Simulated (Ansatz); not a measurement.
# How aqueous Rb+ and F- changes with salt concentration

How do pressure, forces, levels, charges and cost change as salt is added?

Computed with Ansatz 0.2.0: Kohn-Sham DFT, PBE+D3(BJ), PAW (set soft_2). Every run is a single point, with the atoms held where the recipe put them (cutoff of the plane-wave runs 420 eV, gaussian smearing of 0.05 eV).

First member: 69 H2O, 1 Rb+, 1 F- placed at random, at 1.07 g/cm³; overlaps pushed apart, then 10 ps at 420 K with Joung-Cheatham ions (J. Phys. Chem. B 112, 9020 (2008)); SPC/E water (Berendsen, Grigera and Straatsma, J. Phys. Chem. 91, 6269 (1987)). Snapshot after 20 ps at 300 K and fixed volume.

Last member: 65 H2O, 7 Rb+, 7 F- placed at random, at 1.5 g/cm³; overlaps pushed apart, then 10 ps at 420 K with Joung-Cheatham ions (J. Phys. Chem. B 112, 9020 (2008)); SPC/E water (Berendsen, Grigera and Straatsma, J. Phys. Chem. 91, 6269 (1987)). Snapshot after 20 ps at 300 K and fixed volume.

The members:

| salt concentration (mol/kg) | reduced formula | atoms | valence electrons | k-mesh | basis | density (g/cm³) |
| --- | --- | --- | --- | --- | --- | --- |
| 0.8 | RbH138O69F | 209 | 568 | 1×1×1 | plane waves | 1.07 |
| 1.63 | RbH68O34F | 208 | 576 | 1×1×1 | plane waves | 1.14 |
| 2.49 | Rb3H134O67F3 | 207 | 584 | 1×1×1 | plane waves | 1.21 |
| 4.2 | Rb5H132O66F5 | 208 | 608 | 1×1×1 | plane waves | 1.35 |
| 5.98 | Rb7H130O65F7 | 209 | 632 | 1×1×1 | plane waves | 1.50 |

Each cell is one sample from a classical run, so sample-to-sample scatter enters every column; pressures lack the kinetic term, and hold the strain of bonds inside molecules, whose lengths the classical model set.

The input of the first member, without its atom lines; other members have their own cell and atoms, and may differ in mesh, basis and outputs:

```yaml
crystal:
  lattice:
    - [12.79185, 0.0, 0.0]
    - [0.0, 12.79185, 0.0]
    - [0.0, 0.0, 12.79185]
  atoms:
    [... 209 lines ...]
kpoints:
  mp_grid: { grid: [1, 1, 1] }
hamiltonian:
  xc: pbe
  dispersion: d3bj
scf:
  occupations: { method: gaussian, width: 0.05 }
output:
  forces: true
  stress: true
  populations: intrinsic
  dos:
    method: { smearing: { sigma: 0.1 } }
    de: 0.1
    projected: { site_lists: { F: [F], H: [H], O: [O], Rb: [Rb] } }
  eigenvalues: true
  write_density: true
  write_potential: true
  volumetric_format: npy
```

Results; charges are mean intrinsic-atomic-orbital charges in e:

| salt concentration (mol/kg) | pressure (GPa) | r.m.s. force (eV/Å) | gap (eV) | q(F) | q(O) | q(Rb) |
| --- | --- | --- | --- | --- | --- | --- |
| 0.8 | -2.41 | 0.497 | 4.10 | -0.58 | -0.76 | +0.86 |
| 1.63 | -2.11 | 0.532 | 3.75 | -0.57 | -0.77 | +0.86 |
| 2.49 | -2.30 | 0.544 | 3.53 | -0.58 | -0.77 | +0.86 |
| 4.2 | -1.89 | 0.535 | 3.65 | -0.60 | -0.77 | +0.86 |
| 5.98 | -1.51 | 0.543 | 3.65 | -0.58 | -0.78 | +0.86 |

The gap is that between the highest filled and lowest empty Kohn-Sham level on the run's k-points, and semilocal functionals tend to put gaps under measured ones. Each mean runs over all atoms of an element, whatever their surroundings.

Cost on 8 threads of Arm Neoverse V2, shared host:

| salt concentration (mol/kg) | atoms | basis | k-mesh | SCF cycles | time | host memory (GiB) | Δ force from the first basis (meV/Å) |
| --- | --- | --- | --- | --- | --- | --- | --- |
| 0.8 | 209 | plane waves | 1×1×1 | 9 | 24 s | 3.0 | - |
| 0.8 | 209 | support functions | 1×1×1 | 13 | 80 s | 5.3 | 12 |
| 1.63 | 208 | plane waves | 1×1×1 | 9 | 24 s | 3.0 | - |
| 1.63 | 208 | support functions | 1×1×1 | 13 | 80 s | 5.2 | 12 |
| 2.49 | 207 | plane waves | 1×1×1 | 9 | 25 s | 3.0 | - |
| 2.49 | 207 | support functions | 1×1×1 | 14 | 84 s | 5.2 | 12 |
| 4.2 | 208 | plane waves | 1×1×1 | 9 | 26 s | 3.1 | - |
| 4.2 | 208 | support functions | 1×1×1 | 15 | 74 s | 5.2 | 12 |
| 5.98 | 209 | plane waves | 1×1×1 | 9 | 27 s | 3.1 | - |
| 5.98 | 209 | support functions | 1×1×1 | 15 | 78 s | 5.3 | 12 |

The force difference holds the basis error of the plane-wave run too, whose cutoff is lower than the one behind the functions' grid. Times include the outputs that each run asked for, on hosts shared with other jobs.

What the series shows: The gap is lowest at 2.49 mol/kg (3.53 eV) and highest at 0.8 mol/kg (4.1 eV); in single samples it varies with the configuration. The pressure is lowest at 0.8 mol/kg (-2.4 GPa) and highest at 5.98 mol/kg (-1.5 GPa), rising overall but not at every step; the recipes set unlike densities, and the bond lengths of the classical model enter the pressure too. Support functions take 2.9 to 3.4 times the wall time of plane waves (the times hold unlike extra outputs; shared hosts, so rough).

Caveats: The network of contacts between molecules at the start is that of the classical potential that made the cell, and needn't be the one that DFT or experiment would give.

[Logs are printed without paths, hosts, clocks, repeated set-up lines and the standing remarks that a program may print on its own settings, such as how far it seeks lower states.]

[Hosts, paths, dates, database ids (printed as entryN), source tags and the programs' standing remarks are cut or masked in the printed files.]
